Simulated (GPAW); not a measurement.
# Near-edge structure at the O K edge of BaTiO3 (Barioperovskite, Amm2), part 2 of 2

What does one-electron theory with a core hole give for the O K edge of BaTiO3 (Barioperovskite, Amm2)?

GPAW 26.7.0; X-ray absorption from dipole matrix elements to empty bands, plane-wave PAW LDA.

So far. Step 2 (The field without a hole): The mesh shows a gap of 1.80 eV, so the hole is first treated in a charged cell, without the excited electron. Step 3 (Spectrum without a core hole, O atom 3): Main maxima below 24 eV (height): 1.7 eV (1.90), 5.5 eV (1.64), 7.2 eV (1.58) and 13.0 eV (1.25). A K edge sees empty p states; the first features are O p mixed into the empty d states of the Ti neighbours, and the broad ones above probably into the cations' higher empty bands.

**5. Spectrum with FCH, O atom 3**

The holes are 6.9 Å apart. In GPAW the data set carries the hole's charge, so charge=0 means a charged cell and charge=-1 a neutral one. The excited electron is left out and a uniform background balances the charge. After the field has converged, empty bands are computed with the density fixed and the dipole matrix elements are summed.

xas.py

```python
import numpy as np
from ase import Atoms
from ase.parallel import parprint, paropen
from gpaw import GPAW, PW, FermiDirac, Mixer, MixerDif, setup_paths
from gpaw.test import gen
setup_paths.insert(0, '.')
gen('O', name='fch1s', xcname='LDA', corehole=(1, 0, 1), write_xml=True)
from gpaw.mpi import world
world.barrier()

atoms = Atoms('Ba4Ti4O12',
    cell=[[-3.9855, 5.6738, 0],
     [-3.9855, -5.6738, 0],
     [3.9855, 0, 5.6903]],
    scaled_positions=[[0, 0, 0],
     [0.5, 0.5, 0],
     [0, 0.5, 0.5],
     [0.5, 0, 0.5],
     [0.0062, 0.0062, 0.5124],
     [0.5062, 0.5062, 0.5124],
     [0.0062, 0.5062, 0.0124],
     [0.5062, 0.0062, 0.0124],
     [0.24592, 0.00262, 0.74854],
     [0.74592, 0.50262, 0.74854],
     [0.24592, 0.50262, 0.24854],
     [0.74592, 0.00262, 0.24854],
     [0.00262, 0.24592, 0.74854],
     [0.50262, 0.74592, 0.74854],
     [0.00262, 0.74592, 0.24854],
     [0.50262, 0.24592, 0.24854],
     [0.2437, 0.2437, 0.4874],
     [0.7437, 0.7437, 0.4874],
     [0.2437, 0.7437, 0.9874],
     [0.7437, 0.2437, 0.9874]],
    pbc=True)
atoms.calc = calc = GPAW(legacy_gpaw=True, mode=PW(500, force_complex_dtype=True), xc='LDA', setups={8: 'fch1s'},
    kpts={'size': (3, 3, 3), 'gamma': True}, occupations=FermiDirac(0.02),
    charge=0, mixer=Mixer(0.1, 5, 50), maxiter=150,
    convergence={'density': 0.0001, 'eigenstates': 1e-6}, txt='scf.txt')
energy = atoms.get_potential_energy() + calc.get_reference_energy()
ef = calc.get_fermi_level()
out = dict(energy=energy, fermi=ef, forces=atoms.get_forces().tolist())
parprint(f'all-electron energy {energy:.4f} eV, Fermi level {ef:.4f} eV')
ev = np.array([[calc.get_eigenvalues(k, s) for k in range(len(calc.get_ibz_k_points()))] for s in range(calc.get_number_of_spins())])
out['homo'], out['lumo'], out['counts'] = ev[ev < ef].max(), ev[ev > ef].min(), sorted(set((ev < ef).sum((0, 2)).tolist()))
out['filled'] = (ev[:, 0] < ef).sum(1).tolist()

from ase.units import Ha
from gpaw.xas import dipole_matrix_elements
nb = int(calc.get_number_of_electrons() / 2) + 176
top, nb = nb, nb + 8 + nb // 12
nscf = calc.fixed_density(kpts={'size': (4, 4, 4), 'gamma': True}, nbands=nb,
    convergence={'bands': top, 'eigenstates': 5e-3}, maxiter=60, txt='nscf.txt')
cell = atoms.cell.array
ops = [cell.T @ U.T @ np.linalg.inv(cell.T) for U in nscf.wfs.kd.symmetry.op_scc]
filled = [80]  # bands filled in the ground state, by spin
E = np.arange(-6, 34, 0.1)
fwhm = np.interp(E, [4, 25], [0.9, 3.5])
Y, X, zero, highest = 0, 0, 1e9, 1e9
for spin in range(nscf.get_number_of_spins()):
    wfs = nscf.wfs
    mine = wfs.bd.get_slice()  # this rank's bands
    A = dipole_matrix_elements(wfs.setups[8])
    eps = np.zeros((wfs.kd.nibzkpts, nb))
    d = np.zeros((3, A.shape[1], wfs.kd.nibzkpts, nb), complex)
    for kpt in wfs.kpt_u:
        if kpt.s == spin and 8 in kpt.P_ani:
            eps[kpt.k, mine] = kpt.eps_n * Ha
            d[:, :, kpt.k, mine] = (kpt.weight * wfs.nspins / 2) ** 0.5 * np.inner(A, kpt.P_ani[8])
    world.sum(eps)
    world.sum(d)
    T = np.einsum('amkn,bmkn->abkn', d, d.conj()).real
    T = sum(np.einsum('ai,ijkn,bj->abkn', R, T, R) for R in ops) / len(ops)
    empty = np.ones_like(eps, bool) & (np.arange(nb) >= filled[spin])
    zero, highest = min(zero, eps[empty].min()), min(highest, eps[:, top - 1].min())
    lines = [(eps, T, empty)] if spin == 0 else lines + [(eps, T, empty)]
for eps, T, empty in lines:
    f = np.einsum('aakn->akn', T).reshape(3, -1)
    x = eps.ravel() - zero
    w = np.interp(x, E, fwhm) / 2.35482
    g = np.exp(-0.5 * ((E[:, None] - x) / w) ** 2) / (w * (2 * np.pi) ** 0.5)
    Y = Y + (f * empty.ravel()) @ g.T
    X = X + (f * ~empty.ravel()) @ g.T
out.update(E=E.round(2).tolist(), xas=Y.tolist(), xes=X.tolist(), zero=zero, valid=highest - zero, nk=len(eps), nb=nb)
for i in range(0, len(E), 10):
    parprint(f'{E[i]:7.2f}', *(f'{v:10.3e}' for v in Y[:, i]))
import json
with paropen('out.json', 'w') as f:
    json.dump(out, f)
```

Started as:

```sh
$ OMP_NUM_THREADS=1 mpirun -n 8 gpaw python xas.py
```

Numbers of over 12 decimals in the logs are rounded to 6 here.

Log:

```text
Input parameters:
  convergence: {density: 0.0001,
                eigenstates: 1e-06}
  kpts: {gamma: True,
         size: (3, 3, 3)}
  maxiter: 150
  mixer: {backend: pulay,
          beta: 0.1,
          method: separate,
          nmaxold: 5,
          weight: 50}
  mode: {ecut: 500.0,
         force_complex_dtype: True,
         name: pw}
  occupations: {fixmagmom: False,
                name: fermi-dirac,
                width: 0.02}
  setups: {8: fch1s}

Initialize ...

[... PAW data sets ...]

Reference energy: -1000911.120542  # eV

Spin-paired calculation

[... convergence settings ...]
Symmetries present (total): 1
  [... symmetry matrices ...]

27 k-points: 3 x 3 x 3 Monkhorst-Pack grid
14 k-points in the irreducible part of the Brillouin zone
       k-points in crystal coordinates                weights
   0:     0.00000000    0.00000000    0.00000000          1/27
   1:     0.00000000    0.00000000    0.33333333          2/27
   2:     0.00000000    0.33333333   -0.33333333          2/27
   3:     0.00000000    0.33333333    0.00000000          2/27
   4:     0.00000000    0.33333333    0.33333333          2/27
   5:     0.33333333   -0.33333333   -0.33333333          2/27
   6:     0.33333333   -0.33333333    0.00000000          2/27
   7:     0.33333333   -0.33333333    0.33333333          2/27
   8:     0.33333333    0.00000000   -0.33333333          2/27
   9:     0.33333333    0.00000000    0.00000000          2/27
          ...
  13:     0.33333333    0.33333333    0.33333333          2/27

Wave functions: Plane wave expansion
  Cutoff energy: 500.000 eV
  Number of coefficients (min, max): 6506, 6563
  Pulay-stress correction: 0.000000 eV/Ang^3 (de/decut=0.000000)
  Using FFTW library
  Wavefunction extrapolation:
    Improved wavefunction reuse through dual PAW basis

Occupation numbers: Fermi-Dirac:
  width: 0.0200  # eV

Eigensolver
   Davidson(niter=2)

Densities:
  Coarse grid: 36*36*36 grid
  Fine grid: 72*72*72 grid
  Total Charge: 1.000000

Density mixing:
  Method: separate
  Backend: pulay
  Linear mixing parameter: 0.1
  old densities: 5
  Width of damping distribution: 1.1
  Damping of long wavelength oscillations: 50

[... Hamiltonian set-up ...]
Number of atoms: 20
Number of atomic orbitals: 120
Number of bands in calculation: 100
Number of valence electrons: 160
Bands to converge: occupied

... initialized

Initializing position-dependent things.

Density initialized from atomic densities
Creating initial wave functions:
  100 bands from LCAO basis set

                      O

                O         O
                  O   Ba
              O   O     O
          O    Ti   O    Ti
                O
                 TBa
              O
          BaO       Ba
             Ti

Atomic positions and initial magnetic moments

Positions:
   0 Ba     0.000000    0.000000    0.000000    ( 0.0000,  0.0000,  0.0000)
   1 Ba    -3.985500    0.000000    0.000000    ( 0.0000,  0.0000,  0.0000)
   2 Ba     0.000000   -2.836900    2.845150    ( 0.0000,  0.0000,  0.0000)
   3 Ba     0.000000    2.836900    2.845150    ( 0.0000,  0.0000,  0.0000)
   4 Ti     1.992750   -0.000000    2.915710    ( 0.0000,  0.0000,  0.0000)
   5 Ti    -1.992750   -0.000000    2.915710    ( 0.0000,  0.0000,  0.0000)
   6 Ti    -1.992750   -2.836900    0.070560    ( 0.0000,  0.0000,  0.0000)
[...]
17 O     -3.985500    0.000000    2.773452    ( 0.0000,  0.0000,  0.0000)
  18 O      0.000000   -2.836900    5.618602    ( 0.0000,  0.0000,  0.0000)
  19 O      0.000000    2.836900    5.618602    ( 0.0000,  0.0000,  0.0000)

Unit cell:
           periodic     x           y           z      points  spacing
  1. axis:    yes   -3.985500    5.673800    0.000000    36     0.1572
  2. axis:    yes   -3.985500   -5.673800    0.000000    36     0.1572
  3. axis:    yes    3.985500    0.000000    5.690300    36     0.1581

  Lengths:   6.933702   6.933702   6.947210
  Angles:  109.253845 109.253845 109.828576

Effective grid spacing dv^(1/3) = 0.1767

iter:   1  -222.409512
iter:   2  -208.429312   -0.71  -0.94
iter:   3  -197.420690   -0.50  -1.08
iter:   4  -197.000286   -1.62  -1.41
iter:   5  -196.265330   -1.34  -1.43
iter:   6  -196.062615   -1.84  -1.63
iter:   7  -195.979728   -2.11  -1.93
iter:   8  -195.930949   -3.00  -2.32
iter:   9  -195.925312c  -3.67  -2.54
iter:  10  -195.923402c  -4.17  -2.70
iter:  11  -195.922166c  -4.25  -2.84
iter:  12  -195.923076c  -4.00  -3.24
iter:  13  -195.921629c  -4.45  -3.20
iter:  14  -195.921624c  -5.28  -3.48
iter:  15  -195.921569c  -5.71  -3.52
iter:  16  -195.921565c  -5.38  -3.82
iter:  17  -195.921529c  -6.00c -3.95
iter:  18  -195.921527c  -7.40c -4.41c

Converged after 18 iterations.

Dipole moment: (7.630941, -0.220185, 3.157367) |e|*Ang

Energy contributions relative to reference atoms: (reference = -1000911.120542)

Kinetic:        +95.130928
Potential:     -131.086844
External:        +0.000000
XC:            -160.581475
Entropy (-ST):   -0.000000
Local:           +0.615864
SIC:             +0.000000
--------------------------
Free energy:   -195.921527
Extrapolated:  -195.921527

Showing only first 2 kpts
 Kpt  Band  Eigenvalues  Occupancy
  0    78      7.14416    2.00000
  0    79      7.25474    2.00000
  0    80      8.96634    0.00000
  0    81      8.99252    0.00000

  1    78      6.91219    2.00000
  1    79      7.06193    2.00000
  1    80      9.42753    0.00000
[...]
Fermi level: 7.80438

Gap: 1.658 eV
Transition (v -> c):
  (s=0, k=7, n=79, [0.33, -0.33, 0.33]) -> (s=0, k=0, n=80, [0.00, 0.00, 0.00])
Direct/indirect transitions are different
Direct gap: 1.712 eV
Transition at: (s=0, k=0, n=79, [0.00, 0.00, 0.00])

Forces in eV/Ang:
  0 Ba    0.44251   -0.26896    0.46419
  1 Ba   -0.44242   -0.26888    0.46420
  2 Ba    0.37097    0.29439   -0.12844
  3 Ba   -0.37097    0.29445   -0.12843
  4 Ti    0.00004   -3.04757   -2.73443
  5 Ti    0.00001    0.01685    0.26375
  6 Ti    0.00001    0.00057    0.27042
[...]
17 O    -0.77826    0.24075    0.49170
 18 O    -0.48129   -0.22278    0.00186
 19 O     0.48090   -0.22279    0.00186
Scalar-relativistic atomic LDA calculation for O (Oxygen, Z=8)
Core hole in 1s state (1s occupation: 1.0)
300 radial gridpoints.
|------------------------------------------------|
|------------------------------------------------|
[... the atom generator's iteration count ...]

Energy contributions:
-------------------------
Kinetic:      +54.046737
XC:            -5.876031
Potential:   -102.458324
-------------------------
Total:        -54.287618

state      eigenvalue         ekin         rmax
-----------------------------------------------
1s^1.0 :   -21.731873    30.611423        0.127
2s^2.0 :    -1.594915     4.066245        0.801
2p^4.0 :    -1.067100     3.825706        0.682
-----------------------------------------------
(units: Bohr and Hartree)

Generating PAW setup
Kinetic energy of the core from tauc = 30.636371
Cutoffs:
rc(s)=1.300
rc(p)=1.130
rc(d)=1.170
rc(vbar)=1.300
rc(comp)=1.260
rc(nct)=1.300

Kinetic energy of the core states: 30.611423
Charge: 1.0
Core electrons: 1.0
Valence electrons: 6.0
Pseudo-core charge: 0.000198
Shape function alpha=6.299
Pseudo-electron charge 5.280306
state    eigenvalue         norm
--------------------------------
2s(2) :    -1.594915     1.065643
*s    :    -0.594915
2p(4) :    -1.067100     0.787205
*p    :    -0.067100
*d    :     0.000000
--------------------------------

Diagonalizing with gridspacing h=0.050

state   all-electron     PAW
-------------------------------
2s:      -1.594915    -1.596334
2p:      -1.067100    -1.073375
*d:                   -0.060686
*f:                   -0.013559
-------------------------------
all-electron energy -1001107.0421 eV, Fermi level 7.8044 eV
[...]
31.00  8.149e-05  6.601e-05  6.841e-05
  32.00  7.934e-05  7.231e-05  7.596e-05
  33.00  6.752e-05  7.709e-05  8.159e-05
```

Wall time 4.6 min (8 MPI ranks of Arm Neoverse V2, shared host); peak memory 0.62 GiB.

The O K spectrum, O atom 3, full core hole (charged cell) (energy from the lowest empty level; intensity scaled to a mean of 1 over the first 20 eV; polarised curves are means over the symmetry-equivalent atoms):

```tsv
E (eV)	isotropic	ε ∥ x	ε ∥ y	ε ∥ z
-2.0	0.00	0.00	0.00	0.00
-1.0	0.00	0.00	0.00	0.00
0.0	0.18	0.28	0.11	0.15
1.0	1.10	1.61	0.83	0.86
2.0	0.61	0.53	0.69	0.62
3.0	0.81	0.03	1.24	1.17
4.0	0.97	0.17	1.35	1.38
5.0	1.37	0.97	1.57	1.59
6.0	1.46	1.79	1.28	1.32
7.0	1.51	1.91	1.30	1.31
8.0	0.84	1.11	0.71	0.70
9.0	0.34	0.48	0.27	0.28
10.0	0.55	0.66	0.49	0.50
11.0	1.18	0.90	1.31	1.33
12.0	1.62	0.87	1.99	2.00
13.0	1.33	0.97	1.50	1.52
14.0	1.09	1.06	1.09	1.11
15.0	1.08	1.14	1.05	1.05
16.0	0.99	1.09	0.95	0.92
17.0	0.93	1.07	0.88	0.86
18.0	0.91	1.10	0.83	0.81
19.0	0.75	0.94	0.65	0.64
20.0	0.52	0.66	0.46	0.44
21.0	0.40	0.48	0.37	0.36
22.0	0.39	0.43	0.37	0.37
23.0	0.42	0.44	0.41	0.40
24.0	0.45	0.45	0.46	0.44
25.0	0.50	0.46	0.52	0.50
26.0	0.57	0.52	0.60	0.58
27.0	0.65	0.63	0.67	0.64
28.0	0.75	0.78	0.74	0.72
29.0	0.87	0.97	0.83	0.82
30.0	1.02	1.17	0.93	0.95
31.0	1.14	1.29	1.04	1.08
32.0	1.20	1.26	1.14	1.20
```

Main maxima below 24 eV (height): 1.3 eV (1.22), 2.8 eV (0.83), 6.9 eV (1.51) and 12.0 eV (1.62). 

The hole costs E(hole) − E(ground) = 524.34 eV, and the lowest empty level of the hole cell on the spectrum's mesh lies at 8.97 eV, which puts the zero at 533.30 eV. One term is added: -8.83 eV, since the hole is spin-paired here and a spin-polarised one costs that much less in the free atom (computed apart). The photon energy is then 524.47 eV. The functional and the charged cell's background leave an error in such absolute values: in the free atom LDA prices this hole 4.1 eV below PBE (computed apart), and PBE is itself good to a few eV.

**6. Excitation energy, O atom 3**

With the excited electron kept in the cell the system stays neutral, and the energy difference is an excitation energy by itself. In a small cell that electron takes up a good share of the lowest empty band, or all of one, which shifts the value from the true onset.

Changed against the first core-hole run: core hole to XCH, with the smearing that suits a partly filled band.

scf.py

```python
import numpy as np
from ase import Atoms
from ase.parallel import parprint, paropen
from gpaw import GPAW, PW, FermiDirac, Mixer, MixerDif, setup_paths
from gpaw.test import gen
setup_paths.insert(0, '.')
gen('O', name='fch1s', xcname='LDA', corehole=(1, 0, 1), write_xml=True)
from gpaw.mpi import world
world.barrier()

atoms = Atoms('Ba4Ti4O12',
    cell=[[-3.9855, 5.6738, 0],
     [-3.9855, -5.6738, 0],
     [3.9855, 0, 5.6903]],
    scaled_positions=[[0, 0, 0],
     [0.5, 0.5, 0],
     [0, 0.5, 0.5],
     [0.5, 0, 0.5],
     [0.0062, 0.0062, 0.5124],
     [0.5062, 0.5062, 0.5124],
     [0.0062, 0.5062, 0.0124],
     [0.5062, 0.0062, 0.0124],
     [0.24592, 0.00262, 0.74854],
     [0.74592, 0.50262, 0.74854],
     [0.24592, 0.50262, 0.24854],
     [0.74592, 0.00262, 0.24854],
     [0.00262, 0.24592, 0.74854],
     [0.50262, 0.74592, 0.74854],
     [0.00262, 0.74592, 0.24854],
     [0.50262, 0.24592, 0.24854],
     [0.2437, 0.2437, 0.4874],
     [0.7437, 0.7437, 0.4874],
     [0.2437, 0.7437, 0.9874],
     [0.7437, 0.2437, 0.9874]],
    pbc=True)
atoms.calc = calc = GPAW(legacy_gpaw=True, mode=PW(500, force_complex_dtype=True), xc='LDA', setups={8: 'fch1s'},
    kpts={'size': (3, 3, 3), 'gamma': True}, occupations=FermiDirac(0.04),
    charge=-1, mixer=Mixer(0.1, 5, 50), maxiter=150,
    convergence={'density': 0.0001, 'eigenstates': 1e-6}, txt='scf.txt')
energy = atoms.get_potential_energy() + calc.get_reference_energy()
ef = calc.get_fermi_level()
out = dict(energy=energy, fermi=ef, forces=atoms.get_forces().tolist())
parprint(f'all-electron energy {energy:.4f} eV, Fermi level {ef:.4f} eV')
ev = np.array([[calc.get_eigenvalues(k, s) for k in range(len(calc.get_ibz_k_points()))] for s in range(calc.get_number_of_spins())])
out['homo'], out['lumo'], out['counts'] = ev[ev < ef].max(), ev[ev > ef].min(), sorted(set((ev < ef).sum((0, 2)).tolist()))
out['filled'] = (ev[:, 0] < ef).sum(1).tolist()
import json
with paropen('out.json', 'w') as f:
    json.dump(out, f)
```

Started as:

```sh
$ OMP_NUM_THREADS=1 mpirun -n 8 gpaw python scf.py
```

Log:

```text
Input parameters:
  charge: -1
  convergence: {density: 0.0001,
                eigenstates: 1e-06}
  kpts: {gamma: True,
         size: (3, 3, 3)}
  maxiter: 150
  mixer: {backend: pulay,
          beta: 0.1,
          method: separate,
          nmaxold: 5,
          weight: 50}
  mode: {ecut: 500.0,
         force_complex_dtype: True,
         name: pw}
  occupations: {fixmagmom: False,
[...]
2s(2) :    -1.594915     1.065643
*s    :    -0.594915
2p(4) :    -1.067100     0.787205
*p    :    -0.067100
*d    :     0.000000
--------------------------------

Diagonalizing with gridspacing h=0.050

state   all-electron     PAW
-------------------------------
2s:      -1.594915    -1.596334
2p:      -1.067100    -1.073375
*d:                   -0.060686
*f:                   -0.013559
-------------------------------
all-electron energy -1001097.6531 eV, Fermi level 9.7517 eV
[key lines of the parts left out:]
Converged after 17 iterations.
Dipole moment: (7.630447, -0.236732, 3.170020) |e|*Ang
Free energy:   -186.545983
Fermi level: 9.75169
```

The job ended after 52 s (8 MPI ranks; peak memory 0.36 GiB; 6.9 min of CPU time).

The total-energy difference is 533.73 eV. With the free-atom term of -8.83 eV for this edge, the photon energy is 524.90 eV.

**7. With and without the hole**

Both curves are counted from their own zero, so only the shift of weight within the empty states shows.

```tsv
E (eV)	no hole	FCH
-2.0	0.00	0.00
-1.0	0.00	0.00
0.0	0.10	0.18
1.0	0.93	1.10
2.0	1.58	0.61
3.0	0.40	0.81
4.0	0.69	0.97
5.0	1.44	1.37
6.0	1.52	1.46
7.0	1.55	1.51
8.0	1.11	0.84
9.0	0.45	0.34
10.0	0.45	0.55
11.0	0.76	1.18
12.0	1.10	1.62
13.0	1.25	1.33
14.0	1.21	1.09
15.0	1.17	1.08
16.0	1.05	0.99
17.0	0.98	0.93
18.0	1.00	0.91
19.0	0.87	0.75
20.0	0.60	0.52
21.0	0.42	0.40
22.0	0.37	0.39
23.0	0.37	0.42
24.0	0.37	0.45
25.0	0.38	0.50
26.0	0.41	0.57
27.0	0.46	0.65
28.0	0.52	0.75
29.0	0.60	0.87
30.0	0.69	1.02
31.0	0.80	1.14
32.0	0.89	1.20
```

With each curve scaled to its own mean, the area from −2 to 6 eV with the hole is 5.9 against 6.0, and the centre of weight from −1 to 20 eV moves by -0.0 eV (first and strongest maxima below 20 eV: 1.7 eV (1.90), 5.5 eV (1.64) and 7.2 eV (1.58) without the hole, 1.3 eV (1.22), 6.9 eV (1.51) and 12.0 eV (1.62) with it); the shape changes all the same, by 26 % r.m.s.

**8. Outcome**

```yaml
absorber_and_edge: O K, atom 3 of the ground-state input (counted from 1)
surroundings: 1 Ti at 1.93 Å and 1 Ti at 2.09 Å (linear, site symmetry m)
highest_intensity_below_16_ev: 12.0 eV above the zero, height 1.62
photon_energy_of_the_zero_with_the_added_terms: 524.5 eV (raw 533.3 eV; LDA puts this hole about 4 eV below PBE, itself good to a few eV)
```

What this shows: The O K edge of atom 3, with 1 Ti at 1.93 Å and 1 Ti at 2.09 Å (linear, site symmetry m), has its highest intensity of the first 16 eV at 12.0 eV above the zero, near 536 eV in photon energy (LDA puts this hole about 4 eV below PBE, itself good to a few eV), 1.6 times the mean level of the first 20 eV (Gaussian full width 0.9 eV up to 4 eV, rising linearly to 3.5 eV at 25 eV). With each curve scaled to its own mean, the area from −2 to 6 eV with the hole is 5.9 against 6.0, and the centre of weight from −1 to 20 eV moves by -0.0 eV (first and strongest maxima below 20 eV: 1.7 eV (1.90), 5.5 eV (1.64) and 7.2 eV (1.58) without the hole, 1.3 eV (1.22), 6.9 eV (1.51) and 12.0 eV (1.62) with it); the shape changes all the same, by 26 % r.m.s. The neutral-cell energy lies +0.4 eV from the charged-cell zero, a gap made of the charged-cell error and of where the added electron settles. At the O K edge of atom 3 polarisation matters most near 4.2 eV, where the curves differ by 1.3 on this scale. The same cell was also set up in Quantum ESPRESSO; that part failed, was judged unsound or used a data set known to give false states; its runs are listed without their results. The crystal has 2 inequivalent O sites and not all are shown here, while a measurement adds them all. The mesh is coarse (0.28 Å⁻¹ between points), so small maxima may be mesh ripples. The structure is a published determination, not relaxed.

[Banner, clock and machine lines of the logs are left out without a mark of their own.]

[Logs are printed without paths, hosts, clocks, repeated set-up lines and the standing remarks that a program may print on its own settings, such as how far it seeks lower states.]

[Hosts, paths, dates, database ids (printed as entryN), source tags and the programs' standing remarks are cut or masked in the printed files.]

[Lists of maxima count a maximum above −3 eV only where it reaches 4 % of the highest in the window and stands out from its surroundings by 2 % of it (1.5 % where it reaches 55 %); shoulders and weaker maxima are passed over, and of the rest the first, up to two pre-edge ones and the few strongest are named.]
